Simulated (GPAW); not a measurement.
## Ti2COS MXene monolayer: work function by functional and basis

Wanted: work functions and dipole of Ti2COS MXene monolayer, with the cost of each level.

Main program and level: GPAW 26.7.0; GPAW, PAW setups; layer in a repeated cell with vacuum, relaxation of atoms and in-plane cell, in the first sound run; inputs show where later runs differ.

### 1. The structure

The cell holds 5 atoms: 1 S, 2 Ti, 1 C and 1 O. Cell: a = 3.100 Å, b = 3.100 Å, c = 19.276 Å, α = 90.0°, β = 90.0°, γ = 120.0°. Vacuum lies along c.

### 2. Relaxing the atoms

Forces are removed first; all later runs use this geometry.

Contents of run.py:

```python
import json
import numpy as np
from ase import Atoms
from ase.filters import FrechetCellFilter
from ase.optimize import BFGS
from gpaw import GPAW, PW

slab = Atoms(
    ['S', 'Ti', 'C', 'Ti', 'O'],
    positions=[
        [-0.00000, 1.78992, 7.00000],
        [1.55012, 0.89496, 8.73097],
        [0.00000, 0.00000, 9.95425],
        [-0.00000, 1.78992, 11.17752],
        [1.55012, 0.89496, 12.27578]],
    cell=[[3.10024, 0.0, 0.0], [-1.55012, 2.68489, 0.0], [0.0, 0.0, 19.2758]],
    pbc=[True, True, True])

slab.calc = GPAW(mode=PW(600), xc='PBE', kpts={'size': (12, 12, 1), 'gamma': True},
                 occupations={'name': 'fermi-dirac', 'width': 0.05}, nbands='160%',
                 convergence={'density': 1e-05}, maxiter=200,
                 symmetry={'tolerance': 1e-3}, txt='slab.txt')
result = {}
# The in-plane cell is free; stress needs a cell that repeats along all three vectors
path = []
opt = BFGS(FrechetCellFilter(slab, mask=[1, 1, 0, 0, 0, 1]), maxstep=0.2)
opt.attach(lambda: path.append((slab.get_potential_energy(), slab.positions.tolist(), slab.get_forces().tolist())))
result['relaxed'] = bool(opt.run(fmax=0.02, steps=45))
result['path'] = path
result['cell'] = slab.cell.tolist()
print('in-plane lattice', slab.cell.cellpar().round(4)[[0, 1, 5]])
energy = slab.get_potential_energy()
fermi = slab.calc.get_fermi_level()
v = slab.calc.get_electrostatic_potential().mean((0, 1)) - fermi
n = slab.calc.get_pseudo_density().mean((0, 1))
L = slab.cell[2, 2]
z = np.arange(len(v)) * L / len(v)
low, high = slab.positions[:, 2].min(), slab.positions[:, 2].max()
below, above = np.interp([low - 4.8, high + 4.8], z, v)
slopes = [np.interp(x, z, np.gradient(v, z)) for x in (low - 4.8, high + 4.8)]
eps = np.array([[slab.calc.get_eigenvalues(k, s) for k in range(len(slab.calc.get_ibz_k_points()))]
                for s in range(slab.calc.get_number_of_spins())]) - fermi
top, bottom = eps[eps < 0].max(), eps[eps > 0].min()
dipole = slab.get_dipole_moment()[2]
print(f'energy {energy:.4f} eV, Fermi level {fermi:.4f} eV, dipole {dipole:.5f} e A')
print(f'potential 4.8 A off the faces, from the Fermi level: lower {below:.4f} eV, upper {above:.4f} eV')
print(f'slope of the potential there: lower {slopes[0]:.5f}, upper {slopes[1]:.5f} eV/A')
print(f'nearest levels on the mesh: {top:.4f} and {bottom:.4f} eV')
print('magnetic moment', round(slab.get_magnetic_moment(), 3))
result.update(energy=energy, fermi=fermi, dipole=dipole, below=below, above=above, slopes=slopes, edges=[top, bottom],
              z=z.tolist(), v=v.tolist(), n=n.tolist(), positions=slab.positions.tolist(),
              forces=slab.get_forces(apply_constraint=False).tolist(), moments=slab.get_magnetic_moments().tolist())
json.dump(result, open('result.json', 'w'))
```

Command:

```
OMP_NUM_THREADS=1 OPENBLAS_NUM_THREADS=1 python run.py
```

Output:

```text
Step          Energy          fmax
BFGS:    0      -38.916601        3.435388
BFGS:    1      -39.170904        1.777795
BFGS:    2      -39.300043        0.532107
BFGS:    3      -39.306765        0.400683
BFGS:    4      -39.324069        0.240967
BFGS:    5      -39.325909        0.180102
BFGS:    6      -39.329042        0.095641
BFGS:    7      -39.330109        0.083262
BFGS:    8      -39.333995        0.088589
BFGS:    9      -39.335729        0.050461
BFGS:   10      -39.336200        0.009753
in-plane lattice [  3.0938   3.0938 120.    ]
energy -39.3318 eV, Fermi level -0.3732 eV, dipole 0.02574 e A
potential 4.8 A off the faces, from the Fermi level: lower 5.8526 eV, upper 5.7160 eV
slope of the potential there: lower 0.02908, upper 0.02948 eV/A
nearest levels on the mesh: -0.0537 and 0.0396 eV
magnetic moment 0.0
```

Elapsed: 9.4 min, on 1 thread of AMD EPYC 7B13 (Zen 3), shared host; peak memory 0.47 GiB.

This run has no spin polarisation, although Ti can carry a moment.

Numbers from this step:

| Property | Result |
| --- | --- |
| dipole along the normal | 0.02574 e·Å |
| levels nearest the Fermi level on the mesh | -0.05370, 0.03956 eV from the Fermi level |

The electrostatic potential energy of an electron (without an applied field's), less the Fermi level, planar mean oscillates, so the rows of the table below give means over windows of 0.5 Å about each position, cut where the curve ends. Its maxima inside the range that stand out by 2 % of the span (Å: eV): 7.92: -4.22, 9.47: -6.59, 10.41: -5.07, 11.79: -11.9. Its minima: 7.14: -19.5, 8.69: -17.5, 9.90: -11.2, 11.27: -18.3, 12.05: -13.0.

Table of electrostatic potential energy of an electron (without an applied field's), less the Fermi level, planar mean by z; means over each step:

z (Å), electrostatic potential energy of an electron (without an applied field's), less the Fermi level, planar mean (eV) and a bar from the least value:
```
      0.0        5.8 ##############################
      0.5        5.8 ##############################
      1.0        5.8 ##############################
      1.5        5.8 ##############################
      2.0        5.8 ##############################
      2.5        5.9 ##############################
      3.0        5.9 ##############################
      3.5        5.9 ##############################
      4.0        5.9 ##############################
      4.5        5.9 ##############################
      5.0        5.9 ##############################
      5.5        5.6 ##############################
      6.0        4.2 ############################
      6.5       -2.0 ###################
      7.0      -16.0 
      7.5      -10.4 ########
      8.0       -5.5 ##############
      8.5      -14.2 ##
      9.0      -13.5 ###
      9.5       -7.6 ############
     10.0       -9.5 #########
     10.5       -6.1 ##############
     11.0      -14.4 ##
     11.5      -15.5 #
     12.0      -12.1 #####
     12.5       -2.5 ###################
     13.0        4.2 ############################
     13.5        5.4 #############################
     14.0        5.6 ##############################
     14.5        5.6 ##############################
     15.0        5.7 ##############################
     15.5        5.7 ##############################
     16.0        5.7 ##############################
     16.5        5.7 ##############################
     17.0        5.7 ##############################
     17.5        5.7 ##############################
     18.0        5.7 ##############################
     18.5        5.8 ##############################
     19.0        5.8 ##############################
```

The pseudo valence density, planar mean by z:

| z (Å) | pseudo valence density, planar mean (e/Å³) |
| --- | --- |
| 0.00 | 0 |
| 0.52 | 0 |
| 1.03 | 0 |
| 1.55 | 0 |
| 2.07 | 0 |
| 2.58 | 1.9e-6 |
| 3.10 | 9.8e-6 |
| 3.61 | 4.6e-5 |
| 4.13 | 2.3e-4 |
| 4.65 | 0.00113 |
| 5.16 | 0.00589 |
| 5.68 | 0.0314 |
| 6.20 | 0.154 |
| 6.71 | 0.419 |
| 7.23 | 0.444 |
| 7.74 | 0.447 |
| 8.26 | 0.692 |
| 8.78 | 1.47 |
| 9.29 | 0.631 |
| 9.81 | 0.523 |
| 10.33 | 0.470 |
| 10.84 | 0.810 |
| 11.36 | 1.47 |
| 11.88 | 0.960 |
| 12.39 | 0.678 |
| 12.91 | 0.124 |
| 13.42 | 0.0179 |
| 13.94 | 0.00279 |
| 14.46 | 4.6e-4 |
| 14.97 | 7.9e-5 |
| 15.49 | 1.4e-5 |
| 16.01 | 2.9e-6 |
| 16.52 | 0 |
| 17.04 | 0 |
| 17.55 | 0 |
| 18.07 | 0 |
| 18.59 | 0 |
| 19.10 | 0 |

The relaxation lowered the energy of the cell by 0.421 eV (energies extrapolated to zero smearing; the optimiser's log prints free energies). The largest force left on a free atom is 0.0098 eV/Å.

### 3. The slab's potential

With the geometry fixed, the planar mean of the potential gives the vacuum level on each side.

This step: GPAW, PAW setups; slab in vacuum (GPAW 26.7.0).

The cell differs from the one that the last finished run ended in (c 19.276 → 19.012 Å).

Edit run.py of step 2 so:

```diff
@@ -3,4 +3,2 @@
 from ase import Atoms
-from ase.filters import FrechetCellFilter
-from ase.optimize import BFGS
 from gpaw import GPAW, PW
@@ -10,23 +8,16 @@
     positions=[
-        [-0.00000, 1.78992, 7.00000],
-        [1.55012, 0.89496, 8.73097],
-        [0.00000, 0.00000, 9.95425],
-        [-0.00000, 1.78992, 11.17752],
-        [1.55012, 0.89496, 12.27578]],
-    cell=[[3.10024, 0.0, 0.0], [-1.55012, 2.68489, 0.0], [0.0, 0.0, 19.2758]],
-    pbc=[True, True, True])
+        [-0.00000, 1.78620, 7.00000],
+        [1.54690, 0.89310, 8.60676],
+        [0.00000, 0.00000, 9.80316],
+        [-0.00000, 1.78620, 11.13060],
+        [1.54690, 0.89310, 12.01199]],
+    cell=[[3.09379, 0.0, 0.0], [-1.5469, 2.67931, 0.0], [0.0, 0.0, 19.012]],
+    pbc=[True, True, False])
 
-slab.calc = GPAW(mode=PW(600), xc='PBE', kpts={'size': (12, 12, 1), 'gamma': True},
+slab.calc = GPAW(mode=PW(500), xc='PBE', kpts={'size': (12, 12, 1), 'gamma': True},
                  occupations={'name': 'fermi-dirac', 'width': 0.05}, nbands='160%',
                  convergence={'density': 1e-05}, maxiter=200,
+                 poissonsolver={'dipolelayer': 'xy'},
                  symmetry={'tolerance': 1e-3}, txt='slab.txt')
 result = {}
-# The in-plane cell is free; stress needs a cell that repeats along all three vectors
-path = []
-opt = BFGS(FrechetCellFilter(slab, mask=[1, 1, 0, 0, 0, 1]), maxstep=0.2)
-opt.attach(lambda: path.append((slab.get_potential_energy(), slab.positions.tolist(), slab.get_forces().tolist())))
-result['relaxed'] = bool(opt.run(fmax=0.02, steps=45))
-result['path'] = path
-result['cell'] = slab.cell.tolist()
-print('in-plane lattice', slab.cell.cellpar().round(4)[[0, 1, 5]])
 energy = slab.get_potential_energy()
```

Output:

```text
energy -38.9427 eV, Fermi level -0.2911 eV, dipole 0.01719 e A
potential 4.8 A off the faces, from the Fermi level: lower 5.9667 eV, upper 5.5851 eV
slope of the potential there: lower -0.00091, upper 0.00048 eV/A
nearest levels on the mesh: -0.0539 and 0.0396 eV
magnetic moment 0.0
```

Wall time 46 s (1 thread); peak memory 0.23 GiB.

Numbers from this step:

* dipole along the normal: 0.01719 e·Å
* levels nearest the Fermi level on the mesh: -0.05394, 0.03963 eV from the Fermi level
* upper work function: 5.585 eV
* lower work function: 5.967 eV

The electrostatic potential energy of an electron (without an applied field's), less the Fermi level, planar mean oscillates, so the rows of the table below give means over windows of 0.5 Å about each position, cut where the curve ends. Its maxima inside the range that stand out by 2 % of the span (Å: eV): 7.79: -4.20, 9.32: -6.63, 10.27: -5.13, 11.69: -11.9. Its minima: 7.03: -19.5, 8.65: -17.5, 9.79: -11.2, 11.12: -18.3, 11.88: -12.9.

The electrostatic potential energy of an electron (without an applied field's), less the Fermi level, planar mean by z; means over each step:

z (Å), electrostatic potential energy of an electron (without an applied field's), less the Fermi level, planar mean (eV) and a bar from the least value:
```
      0.0        5.8 ##############################
      0.5        6.0 ##############################
      1.0        6.0 ##############################
      1.5        6.0 ##############################
      2.0        6.0 ##############################
      2.5        6.0 ##############################
      3.0        6.0 ##############################
      3.5        6.0 ##############################
      4.0        6.0 ##############################
      4.5        5.9 ##############################
      5.0        5.9 ##############################
      5.5        5.5 #############################
      6.0        3.5 ###########################
      6.5       -5.0 ################
      7.0      -17.3 
      7.5       -7.7 ############
      8.0       -6.8 #############
      8.5      -15.8 ##
      9.0      -11.4 ########
      9.5       -8.2 ############
     10.0       -8.5 ###########
     10.5       -7.2 #############
     11.0      -16.3 #
     11.5      -14.2 ####
     12.0      -11.1 ########
     12.5        0.1 ######################
     13.0        4.7 ############################
     13.5        5.4 #############################
     14.0        5.6 #############################
     14.5        5.6 #############################
     15.0        5.6 ##############################
     15.5        5.6 ##############################
     16.0        5.6 ##############################
     16.5        5.6 ##############################
     17.0        5.6 ##############################
     17.5        5.6 ##############################
     18.0        5.6 ##############################
     18.5        5.6 ##############################
```

Pseudo valence density, planar mean against z:

| z (Å) | pseudo valence density, planar mean (e/Å³) |
| --- | --- |
| 3 | 1.0e-5 |
| 4 | 2.2e-4 |
| 5 | 0.00528 |
| 6 | 0.127 |
| 7 | 0.416 |
| 8 | 0.518 |
| 9 | 0.898 |
| 10 | 0.505 |
| 11 | 1.37 |
| 12 | 0.950 |
| 13 | 0.0594 |
| 14 | 0.00160 |
| 15 | 5.3e-5 |

The potential is flat to 9.1e-4 eV/Å where it is read, so the vacuum is wide enough.

### 4. Self-consistent run: xc = "vdW-DF2"

The same geometry under vdW-DF2, to see how far the functional moves the levels against the vacuum (the van der Waals functionals take revPBE setups).

Edit run.py of step 3 so:

```diff
@@ -16,3 +16,3 @@
 
-slab.calc = GPAW(mode=PW(500), xc='PBE', kpts={'size': (12, 12, 1), 'gamma': True},
+slab.calc = GPAW(mode=PW(500), xc='vdW-DF2', kpts={'size': (12, 12, 1), 'gamma': True},
                  occupations={'name': 'fermi-dirac', 'width': 0.05}, nbands='160%',
```

Output:

```text
energy -164.5627 eV, Fermi level -0.5543 eV, dipole 0.01145 e A
potential 4.8 A off the faces, from the Fermi level: lower 6.3176 eV, upper 6.0614 eV
slope of the potential there: lower -0.00102, upper 0.00051 eV/A
nearest levels on the mesh: -0.0335 and 0.0494 eV
magnetic moment 0.0
```

Elapsed: 95 s, on 1 thread; peak memory 0.37 GiB.

This step gave:

| Property | Result |
| --- | --- |
| dipole along the normal | 0.01145 e·Å |
| levels nearest the Fermi level on the mesh | -0.03347, 0.04937 eV from the Fermi level |
| upper work function | 6.061 eV |
| lower work function | 6.318 eV |

The electrostatic potential energy of an electron (without an applied field's), less the Fermi level, planar mean oscillates, so the rows of the table below give means over windows of 1 Å about each position, cut where the curve ends. Its maxima inside the range that stand out by 2 % of the span (Å: eV): 7.8: -4.32, 9.3: -6.68, 10.3: -5.21, 11.7: -11.8. Its minima: 7.0: -19.4, 8.7: -17.6, 9.8: -11.2, 11.1: -18.4, 11.9: -12.7.

Table of electrostatic potential energy of an electron (without an applied field's), less the Fermi level, planar mean by z; means over each step:

| z (Å) | electrostatic potential energy of an electron (without an applied field's), less the Fermi level, planar mean (eV) |
| --- | --- |
| 0 | 6.27 |
| 1 | 6.32 |
| 2 | 6.32 |
| 3 | 6.32 |
| 4 | 6.31 |
| 5 | 6.15 |
| 6 | 2.88 |
| 7 | -13.3 |
| 8 | -8.47 |
| 9 | -11.8 |
| 10 | -8.01 |
| 11 | -14.4 |
| 12 | -9.04 |
| 13 | 4.67 |
| 14 | 6.01 |
| 15 | 6.06 |
| 16 | 6.06 |
| 17 | 6.06 |
| 18 | 6.06 |

The pseudo valence density, planar mean by z:

| z (Å) | pseudo valence density, planar mean (e/Å³) |
| --- | --- |
| 0.00 | 0 |
| 0.57 | 0 |
| 0.95 | 0 |
| 1.52 | 0 |
| 2.09 | 1.7e-6 |
| 2.47 | 3.7e-6 |
| 3.04 | 1.6e-5 |
| 3.61 | 8.5e-5 |
| 3.99 | 2.7e-4 |
| 4.56 | 0.00151 |
| 5.13 | 0.00865 |
| 5.51 | 0.0280 |
| 6.08 | 0.155 |
| 6.65 | 0.435 |
| 7.03 | 0.417 |
| 7.60 | 0.453 |
| 8.18 | 0.746 |
| 8.56 | 1.46 |
| 9.13 | 0.685 |
| 9.70 | 0.526 |
| 10.27 | 0.461 |
| 10.65 | 0.673 |
| 11.22 | 1.49 |
| 11.79 | 0.964 |
| 12.17 | 0.824 |
| 12.74 | 0.150 |
| 13.31 | 0.0189 |
| 13.69 | 0.00498 |
| 14.26 | 7.4e-4 |
| 14.83 | 1.2e-4 |
| 15.21 | 3.9e-5 |
| 15.78 | 8.4e-6 |
| 16.35 | 2.2e-6 |
| 16.73 | 0 |
| 17.30 | 0 |
| 17.87 | 0 |
| 18.25 | 0 |
| 18.82 | 0 |

Force by atom:

| atom | x (eV/Å) | y (eV/Å) | z (eV/Å) | size |
| --- | --- | --- | --- | --- |
| S1 | 0.000 | 0.000 | -0.530 | 0.530 |
| Ti2 | 0.000 | 0.000 | -0.088 | 0.088 |
| C3 | 0.000 | 0.000 | -0.064 | 0.064 |
| Ti4 | 0.000 | 0.000 | 0.292 | 0.292 |
| O5 | 0.000 | 0.000 | 0.682 | 0.682 |

The upper face's work function is 6.061 eV, against 5.585 eV in the first plane-wave PBE run at this geometry.

### 5. OptPBE vdW: xc = "optPBE-vdW"

The same geometry under optPBE-vdW, to see how far the functional moves the levels against the vacuum (the van der Waals functionals take revPBE setups).

Edit run.py of step 4 so:

```diff
@@ -16,3 +16,3 @@
 
-slab.calc = GPAW(mode=PW(500), xc='vdW-DF2', kpts={'size': (12, 12, 1), 'gamma': True},
+slab.calc = GPAW(mode=PW(500), xc='optPBE-vdW', kpts={'size': (12, 12, 1), 'gamma': True},
                  occupations={'name': 'fermi-dirac', 'width': 0.05}, nbands='160%',
```

Output:

```text
energy -63.4110 eV, Fermi level -0.4550 eV, dipole 0.01548 e A
potential 4.8 A off the faces, from the Fermi level: lower 6.1808 eV, upper 5.8365 eV
slope of the potential there: lower -0.00096, upper 0.00050 eV/A
nearest levels on the mesh: -0.0454 and 0.0438 eV
magnetic moment 0.0
```

Run time: 58 s. Hardware: 1 thread; peak memory 0.37 GiB.

Numbers from this step:

```yaml
dipole_along_the_normal: 0.01548 e·Å
levels_nearest_the_fermi_level_on_the_mesh: -0.04543, 0.04382 eV from the Fermi level
upper_work_function: 5.837 eV
lower_work_function: 6.181 eV
```

The electrostatic potential energy of an electron (without an applied field's), less the Fermi level, planar mean oscillates, so the rows of the table below give means over windows of 0.5 Å about each position, cut where the curve ends. Its maxima inside the range that stand out by 2 % of the span (Å: eV): 7.79: -4.20, 9.32: -6.60, 10.27: -5.12, 11.69: -11.8. Its minima: 7.03: -19.4, 8.65: -17.4, 9.79: -11.1, 11.12: -18.3, 11.88: -12.8.

Electrostatic potential energy of an electron (without an applied field's), less the Fermi level, planar mean against z; means over each step:

| z (Å) | electrostatic potential energy of an electron (without an applied field's), less the Fermi level, planar mean (eV) |
| --- | --- |
| 0.0 | 6.07 |
| 0.5 | 6.17 |
| 1.0 | 6.18 |
| 1.5 | 6.18 |
| 2.0 | 6.18 |
| 2.5 | 6.18 |
| 3.0 | 6.18 |
| 3.5 | 6.18 |
| 4.0 | 6.17 |
| 4.5 | 6.15 |
| 5.0 | 6.06 |
| 5.5 | 5.62 |
| 6.0 | 3.58 |
| 6.5 | -4.90 |
| 7.0 | -17.2 |
| 7.5 | -7.72 |
| 8.0 | -6.85 |
| 8.5 | -15.8 |
| 9.0 | -11.3 |
| 9.5 | -8.15 |
| 10.0 | -8.42 |
| 10.5 | -7.17 |
| 11.0 | -16.2 |
| 11.5 | -14.1 |
| 12.0 | -11.0 |
| 12.5 | 0.261 |
| 13.0 | 4.90 |
| 13.5 | 5.67 |
| 14.0 | 5.80 |
| 14.5 | 5.83 |
| 15.0 | 5.84 |
| 15.5 | 5.84 |
| 16.0 | 5.84 |
| 16.5 | 5.84 |
| 17.0 | 5.84 |
| 17.5 | 5.84 |
| 18.0 | 5.84 |
| 18.5 | 5.85 |

The upper face's work function is 5.837 eV, against 5.585 eV in the first plane-wave PBE run at this geometry.

### 6. Self-consistent run: xc = "RPBE"

The same geometry under RPBE, to see how far the functional moves the levels against the vacuum.

Edit run.py of step 5 so:

```diff
@@ -16,3 +16,3 @@
 
-slab.calc = GPAW(mode=PW(500), xc='optPBE-vdW', kpts={'size': (12, 12, 1), 'gamma': True},
+slab.calc = GPAW(mode=PW(500), xc='RPBE', kpts={'size': (12, 12, 1), 'gamma': True},
                  occupations={'name': 'fermi-dirac', 'width': 0.05}, nbands='160%',
```

Output:

```text
energy -36.9522 eV, Fermi level -0.1603 eV, dipole 0.02045 e A
potential 4.8 A off the faces, from the Fermi level: lower 5.8684 eV, upper 5.4155 eV
slope of the potential there: lower -0.00091, upper 0.00048 eV/A
nearest levels on the mesh: -0.0513 and 0.0431 eV
magnetic moment 0.0
```

It took 46 s on 1 thread; peak memory 0.23 GiB.

This step gave:

| Quantity | Value |
| --- | --- |
| dipole along the normal | 0.02045 e·Å |
| levels nearest the Fermi level on the mesh | -0.05133, 0.04311 eV from the Fermi level |
| upper work function | 5.416 eV |
| lower work function | 5.868 eV |

The upper face's work function is 5.416 eV, against 5.585 eV in the first plane-wave PBE run at this geometry.

(Continued in part 2 of 2.)

[Logs are printed without paths, hosts, clocks, repeated set-up lines and the standing remarks that a program may print on its own settings, such as how far it seeks lower states.]

[Hosts, paths, dates, database ids (printed as entryN), source tags and the programs' standing remarks are cut or masked in the printed files.]
